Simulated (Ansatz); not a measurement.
# HfO2 (Fm-3m) under uniaxial strain along [001]

Aim: how do the optical modes of HfO2 (Fm-3m) shift and split under this strain?

Calculated with Ansatz 0.2.0; DFT LDA, scalar-relativistic, plane waves, PAW; PAW set soft_1.

Report form: the programs' logs are mostly left out.

**1. Set-up**

Symmetry: Fm-3m, No. 225, cubic system. Conventional cell: a = 5.115 Å, b = 5.115 Å, c = 5.115 Å, α = 90.00°, β = 90.00°, γ = 90.00°. Nearest to O lie 4 Hf at 2.21 Å. Hf has 8 O at 2.21 Å nearest. Farther neighbours and most contacts between anions are not listed.

Structure file:

```cif
data_structure
_symmetry_space_group_name_H-M 'P 1'
_symmetry_Int_Tables_number 1
_cell_length_a 3.6169
_cell_length_b 3.6169
_cell_length_c 3.6169
_cell_angle_alpha 60.000
_cell_angle_beta 60.000
_cell_angle_gamma 60.000
_cell_volume 33.46
loop_
_atom_site_label
_atom_site_type_symbol
_atom_site_fract_x
_atom_site_fract_y
_atom_site_fract_z
_atom_site_occupancy
O1 O 0.25000 0.25000 0.25000 1
O2 O 0.75000 0.75000 0.75000 1
Hf3 Hf 0.00000 0.00000 0.00000 1
```

**2. A rough relaxation first**

A rough relaxation comes first, because large forces or stress need no tight tolerances yet.

File input.yaml:

```yaml
crystal:
  lattice:
    - [0.0, 2.5575, 2.5575]
    - [2.5575, 0.0, 2.5575]
    - [2.5575, 2.5575, 0.0]
  atoms:
    - { symbol: O, position: [0.25, 0.25, 0.25] }
    - { symbol: O, position: [0.75, 0.75, 0.75] }
    - { symbol: Hf, position: [0.0, 0.0, 0.0] }
kpoints:
  mp_grid: { grid: [6, 6, 6] }
hamiltonian:
  xc: lda
  pseudopotentials: { kind: paw, azcp: { folder: soft_1 }, xc_functional: pbe }
scf:
  occupations: { method: gaussian, width: 0.1 }
output:
  forces: true
  stress: true
  eigenvalues: true
relax:
  adjacent_minimum: "off"
  f_tol: 0.05
  max_steps: 80
  cell: { stress_tol: 0.5 }
```

Started as:

```
ansatz run input.yaml --threads 8 --pin off --max-ram 20480MiB --backend cpu --events-out ev --progress --plain --runs-dir out
```

Elapsed: 2.2 s, on 8 threads of Arm Neoverse N1, shared host; peak memory 0.32 GiB; 9.3 s of CPU time.

The steps of the relaxation:

```csv
step,energy less that of the first step (eV),largest force component (eV/Å),pressure (GPa),volume (Å³)
1,0.0000,0.0000,-16.46,33.46
2,-0.1203,0.0000,5.06,30.80
3,-0.1255,0.0000,-0.50,31.38
4,-0.1258,0.0000,-0.01,31.33
5*,-0.1185,0.0000,-0.43,31.33
```

Relaxation steps marked * repeat the geometry before them on a plane-wave basis chosen anew for their cell, so energy and pressure can jump there.

Forces are held to the 48 operations that the run works with; a distortion that breaks them can't arise in this run.

```csv
"conventional cell, symmetrised",before,after,change
a (Å),5.115,5.004,-2.2 %
b (Å),5.115,5.004,-2.2 %
c (Å),5.115,5.004,-2.2 %
volume (Å³/atom),11.15,10.44,-6.4 %
```

The relaxed structure:

```cif
data_structure
_symmetry_space_group_name_H-M 'P 1'
_symmetry_Int_Tables_number 1
_cell_length_a 3.5386
_cell_length_b 3.5386
_cell_length_c 3.5386
_cell_angle_alpha 60.000
_cell_angle_beta 60.000
_cell_angle_gamma 60.000
_cell_volume 31.33
loop_
_atom_site_label
_atom_site_type_symbol
_atom_site_fract_x
_atom_site_fract_y
_atom_site_fract_z
_atom_site_occupancy
O1 O 0.25000 0.25000 0.25000 1
O2 O 0.75000 0.75000 0.75000 1
Hf3 Hf 0.00000 0.00000 0.00000 1
```

A gap read on the k-mesh alone can miss the band edges.

This step gave:

```
pressure          : -0.4324 GPa
gap on the k-mesh : 3.658 eV
volume per atom   : 10.44 Å³
```

In this step the volume went from 11.15 to 10.44 Å³/atom.

**3. Relaxation**

The cell and atoms are relaxed, since residual forces and stress would shift the frequencies.

input.yaml, the sections that differ from step 2:

```yaml
crystal:
  lattice:
    - [0.0, 2.5021624955, 2.5021624955]
    - [2.5021624955, 0.0, 2.5021624955]
    - [2.5021624955, 2.5021624955, 0.0]
  atoms:
    - { symbol: O, position: [0.25, 0.25, 0.25] }
    - { symbol: O, position: [0.75, 0.75, 0.75] }
    - { symbol: Hf, position: [0.0, 0.0, 0.0] }
kpoints:
  mp_grid: { grid: [8, 8, 8] }
scf:
  occupations: { method: gaussian, width: 0.02 }
relax:
  adjacent_minimum: "off"
  f_tol: 0.005
  max_steps: 80
  cell: { stress_tol: 0.05 }
# hamiltonian, output: as in step 2
```

Wall time 2.2 s (8 threads); peak memory 0.34 GiB; 10 s of CPU time.

Little changed from the start: no atom moved by 0.005 Å and no cell edge by 0.1 %.

Numbers from this step:

| Property | Result |
| --- | --- |
| pressure | -0.01258 GPa |
| gap on the k-mesh | 3.661 eV |
| volume per atom | 10.43 Å³ |

In this step the volume went from 10.44 to 10.43 Å³/atom.

**4. Tight relaxation**

Phonons need small forces and stress, so the relaxation is finished with tight tolerances on 8×8×8 k points.

input.yaml, the sections that differ from step 3:

```yaml
crystal:
  lattice:
    - [0.0, 2.5009076333, 2.5009076333]
    - [2.5009076333, 0.0, 2.5009076333]
    - [2.5009076333, 2.5009076333, 0.0]
  atoms:
    - { symbol: O, position: [0.25, 0.25, 0.25] }
    - { symbol: O, position: [0.75, 0.75, 0.75] }
    - { symbol: Hf, position: [0.0, 0.0, 0.0] }
scf:
  occupations: { method: fixed }
relax:
  adjacent_minimum: "off"
  f_tol: 0.001
  max_steps: 60
  cell: { stress_tol: 0.01 }
# kpoints, hamiltonian, output: as in step 3
```

Wall time 1.7 s (8 threads); peak memory 0.33 GiB.

Little changed from the start: no atom moved by 0.005 Å and no cell edge by 0.1 %.

Numbers from this step:

| Item | Value |
| --- | --- |
| pressure | 0.001431 GPa |

The forces vanish by symmetry and the pressure is 0.001 GPa, within the tolerances set. The cell now holds 10.43 Å³/atom.

**5. Zone-centre response at rest**

The modes at rest are the reference of the series, and the response to a field gives the dielectric tensor and the Born charges.

input.yaml, the sections that differ from step 4:

```yaml
crystal:
  lattice:
    - [0.0, 2.5008662492, 2.5008662492]
    - [2.5008662492, 0.0, 2.5008662492]
    - [2.5008662492, 2.5008662492, 0.0]
  atoms:
    - { symbol: O, position: [0.25, 0.25, 0.25] }
    - { symbol: O, position: [0.75, 0.75, 0.75] }
    - { symbol: Hf, position: [0.0, 0.0, 0.0] }
output:
  eigenvalues: true
phonons:
  method: dfpt
  dielectric: true
  rigid_motions: translations
# kpoints, hamiltonian, scf: as in step 4
# relax: removed
```

The job ended after 11 s (8 threads; peak memory 0.58 GiB; 71 s of CPU time).

This step gave:

* sum-rule residual before enforcement: 1.11e-4 eV/Å²
* miss of the charge sum rule: 2.39e-5 e
* point group: m-3m
* highest optical mode at the zone centre (no LO-TO term): 596.5 cm⁻¹
* lowest optical zone-centre mode: 248.3 cm⁻¹
* mean high-frequency dielectric constant: 5.395
* largest Born charge (third of the trace): 5.590 e
* mean static dielectric constant: 34.76
* top of the zone-centre spectrum with the field: 630.4 cm⁻¹

Without the LO-TO term. Patterns of degenerate modes are one choice out of their space. The modes at Γ (shares of kinetic energy by element, %):

```csv
mode,frequency (cm⁻¹),symmetry,O %,Hf %
1,0.0,acoustic,15,85
2,0.0,acoustic,15,85
3,0.0,acoustic,15,85
4,248.3,T1u,85,15
5,248.3,T1u,85,15
6,248.3,T1u,85,15
7,596.5,T2g,100,0
8,596.5,T2g,100,0
9,596.5,T2g,100,0
```

Displacements in mode 6 (248.3 cm⁻¹), the largest set to 1:
```
O1   1.00  0.31  0.02
O2   1.00  0.31  0.02
Hf3 -0.18 -0.06  0.00
```

Displacements in mode 7 (596.5 cm⁻¹), the largest set to 1:
```
O1   1.00  0.00  0.00
O2  -1.00  0.00  0.00
Hf3  0.00  0.00  0.00
```

Optical modes at the zone centre, without and with the macroscopic field of the longitudinal modes; each column is sorted by frequency, so a row need not hold one and the same mode. Modes with and without the field, by row:

```csv
rank among optical modes,no field (cm⁻¹),"q along (1, 0, 0) (cm⁻¹)"
1,248.3,248.3
2,248.3,248.3
3,248.3,596.5
4,596.5,596.5
5,596.5,596.5
6,596.5,630.4
```

Born charge (rows field, columns displacement) (e), principal values of the symmetric part by kind of site:

```csv
atom,atoms with these values,low,middle,high,mean
O1,2,-2.79,-2.79,-2.79,-2.79
Hf3,1,5.59,5.59,5.59,5.59
```

In full for O1:

```
-2.79  0.00  0.00
 0.00 -2.79  0.00
 0.00  0.00 -2.79
```

High-frequency dielectric tensor:

```
5.40 0.00 0.00
0.00 5.40 0.00
0.00 0.00 5.40
```

Static dielectric tensor (ions relaxed, fixed cell):

```
34.76  0.00  0.00
 0.00 34.76  0.00
 0.00  0.00 34.76
```

Transverse modes. Infrared lines, with heights relative to the strongest:

```csv
position (cm⁻¹),label,relative intensity
248,T1u,100
596,T2g,0.0
```

Before it was imposed, the acoustic sum rule was missed by 1.1e-4 eV/Å² and the charge sum rule by 2.4e-5 e. Small misses are needed for a sound result but don't prove that mesh and cutoff are converged. The lowest optical mode is real, 248 cm⁻¹.

**6. A member of the series: uniaxial strain of +4 % along [001]**

The cell takes a uniaxial strain of +4 % along [001]. The strained length and the angles are held, while the rest of the cell and the atoms relax.

input.yaml, the sections that differ from step 5:

```yaml
crystal:
  lattice:
    - [0.0, 2.489266107, 2.6009008992]
    - [2.489266107, 0.0, 2.6009008992]
    - [2.489266107, 2.489266107, 0.0]
  atoms:
    - { symbol: O, position: [0.25, 0.25, 0.25] }
    - { symbol: O, position: [0.75, 0.75, 0.75] }
    - { symbol: Hf, position: [0.0, 0.0, 0.0] }
  conventional_axes: [[-1, 1, 1], [1, -1, 1], [1, 1, -1]]
output:
  forces: true
  stress: true
  eigenvalues: true
relax:
  adjacent_minimum: "off"
  f_tol: 0.001
  max_steps: 60
  cell: { stress_tol: 0.01, fix: [c, angles] }
# kpoints, hamiltonian, scf: as in step 5
# phonons: removed
```

Elapsed: 4.8 s, on 8 threads; peak memory 0.37 GiB; 27 s of CPU time.

Step by step:

```csv
step,energy less that of the first step (eV),largest force component (eV/Å),pressure (GPa),volume (Å³)
1,0.0000,0.0000,-7.85,32.23
2,-0.0009,0.0000,-6.85,32.11
3,-0.0007,0.0000,-7.14,32.14
4*,-0.0002,0.0000,-7.16,32.14
5,-0.0002,0.0000,-7.14,32.14
6*,-0.0002,0.0000,-7.14,32.14
```

Relaxation steps marked * repeat the geometry before them on a plane-wave basis chosen anew for their cell, so energy and pressure can jump there.

The run keeps the 16 symmetry operations that it works with, so distortions that break them were not tested.

```csv
"conventional cell, symmetrised",before,after,change
a (Å),3.520,3.515,-0.1 %
b (Å),3.520,3.515,-0.1 %
c (Å),5.202,5.202,+0.0 %
volume (Å³/atom),10.74,10.71,-0.3 %
```

Final coordinates:

```cif
data_structure
_symmetry_space_group_name_H-M 'P 1'
_symmetry_Int_Tables_number 1
_cell_length_a 3.5977
_cell_length_b 3.5977
_cell_length_c 3.5154
_cell_angle_alpha 60.754
_cell_angle_beta 60.754
_cell_angle_gamma 58.491
_cell_volume 32.14
loop_
_atom_site_label
_atom_site_type_symbol
_atom_site_fract_x
_atom_site_fract_y
_atom_site_fract_z
_atom_site_occupancy
O1 O 0.25000 0.25000 0.25000 1
O2 O 0.75000 0.75000 0.75000 1
Hf3 Hf 0.00000 0.00000 0.00000 1
```

Numbers from this step:

| Property | Result |
| --- | --- |
| pressure | -7.143 GPa |
| gap on the k-mesh | 3.172 eV |
| volume per atom | 10.71 Å³ |

The forces vanish by symmetry.

The cell shrank by 0.3 % in volume.

**7. Modes of this member: uniaxial strain of +4 % along [001]**

The zone-centre modes follow for uniaxial strain of +4 % along [001], with the response to a field.

input.yaml, the sections that differ from step 6:

```yaml
crystal:
  lattice:
    - [0.0, 2.4857534692, 2.6009008992]
    - [2.4857534692, 0.0, 2.6009008992]
    - [2.4857534692, 2.4857534692, 0.0]
  atoms:
    - { symbol: O, position: [0.25, 0.25, 0.25] }
    - { symbol: O, position: [0.75, 0.75, 0.75] }
    - { symbol: Hf, position: [0.0, 0.0, 0.0] }
output:
  eigenvalues: true
phonons:
  method: dfpt
  dielectric: true
  rigid_motions: translations
# kpoints, hamiltonian, scf: as in step 6
# relax: removed
```

It took 49 s on 8 threads; peak memory 1 GiB; 5.8 min of CPU time.

Numbers from this step:

```yaml
sum_rule_residual_before_enforcement: 3.44e-5 eV/Å²
miss_of_the_charge_sum_rule: 2.65e-5 e
point_group: 4/mmm
highest_optical_mode_at_the_zone_centre_no_lo_to_term: 595.5 cm⁻¹
lowest_optical_zone_centre_mode: 206.6 cm⁻¹
mean_high_frequency_dielectric_constant: 5.431
largest_born_charge_third_of_the_trace: 5.586 e
mean_static_dielectric_constant: 43.49
top_of_the_zone_centre_spectrum_with_the_field: 616 cm⁻¹
```

Without the LO-TO term. Patterns of degenerate modes are one choice out of their space. Modes at Γ, with each element's share of the kinetic energy:

```csv
mode,frequency (cm⁻¹),symmetry,O %,Hf %
1,0.0,acoustic,15,85
2,0.0,acoustic,15,85
3,0.0,acoustic,15,85
4,206.6,A2u,85,15
5,220.5,Eu,85,15
6,220.5,Eu,85,15
7,519.4,B1g,100,0
8,595.5,Eg,100,0
9,595.5,Eg,100,0
```

Displacements in mode 4 (206.6 cm⁻¹), the largest set to 1:
```
O1   0.00  0.00  1.00
O2   0.00  0.00  1.00
Hf3  0.00  0.00 -0.18
```

Displacements in mode 9 (595.5 cm⁻¹), the largest set to 1:
```
O1   1.00  0.00  0.00
O2  -1.00  0.00  0.00
Hf3  0.00  0.00  0.00
```

Transverse modes. Infrared lines, with heights relative to the strongest:

```csv
position (cm⁻¹),label,relative intensity
207,A2u,56
220,Eu,100
519,B1g,0.0
596,Eg,0.0
```

Without the LO-TO term the lowest optical mode is real, 207 cm⁻¹, and the highest lies at 595.5 cm⁻¹.

**8. Relaxation of a member: uniaxial strain of -4 % along [001]**

The cell takes a uniaxial strain of -4 % along [001]. The strained length and the angles are held, while the rest of the cell and the atoms relax.

input.yaml, the sections that differ from step 7:

```yaml
crystal:
  lattice:
    - [0.0, 2.5140572515, 2.4008315992]
    - [2.5140572515, 0.0, 2.4008315992]
    - [2.5140572515, 2.5140572515, 0.0]
  atoms:
    - { symbol: O, position: [0.25, 0.25, 0.25] }
    - { symbol: O, position: [0.75, 0.75, 0.75] }
    - { symbol: Hf, position: [0.0, 0.0, 0.0] }
  conventional_axes: [[-1, 1, 1], [1, -1, 1], [1, 1, -1]]
output:
  forces: true
  stress: true
  eigenvalues: true
relax:
  adjacent_minimum: "off"
  f_tol: 0.001
  max_steps: 60
  cell: { stress_tol: 0.01, fix: [c, angles] }
# kpoints, hamiltonian, scf: as in step 7
# phonons: removed
```

Wall time 4.4 s (8 threads); peak memory 0.37 GiB; 25 s of CPU time.

Relaxation path:

```csv
step,energy less that of the first step (eV),largest force component (eV/Å),pressure (GPa),volume (Å³)
1,0.0000,0.0000,9.22,30.35
2,0.0003,0.0000,7.76,30.49
3,0.0001,0.0000,8.04,30.46
4*,-0.0005,0.0000,8.07,30.46
5,-0.0005,0.0000,8.04,30.46
6*,-0.0005,0.0000,8.04,30.46
```

Relaxation steps marked * repeat the geometry before them on a plane-wave basis chosen anew for their cell, so energy and pressure can jump there.

The run keeps the 16 symmetry operations that it works with, so distortions that break them were not tested.

```csv
"conventional cell, symmetrised",before,after,change
a (Å),3.555,3.562,+0.2 %
b (Å),3.555,3.562,+0.2 %
c (Å),4.802,4.802,-0.0 %
volume (Å³/atom),10.12,10.15,+0.4 %
```

The relaxed structure:

```
O Hf
1.0
     0.00000    2.51877    2.40083
     2.51877    0.00000    2.40083
     2.51877    2.51877    0.00000
O Hf
2 1
Direct
  0.25000 0.25000 0.25000
  0.75000 0.75000 0.75000
  0.00000 0.00000 0.00000
```

This step gave:

- pressure: 8.043 GPa
- gap on the k-mesh: 3.129 eV
- volume per atom: 10.15 Å³

The forces vanish by symmetry.

The cell grew by 0.4 % in volume.

[end of part 1 of 2]

[Logs are printed without paths, hosts, clocks, repeated set-up lines and the standing remarks that a program may print on its own settings, such as how far it seeks lower states.]

[Hosts, paths, dates, database ids (printed as entryN), source tags and the programs' standing remarks are cut or masked in the printed files.]
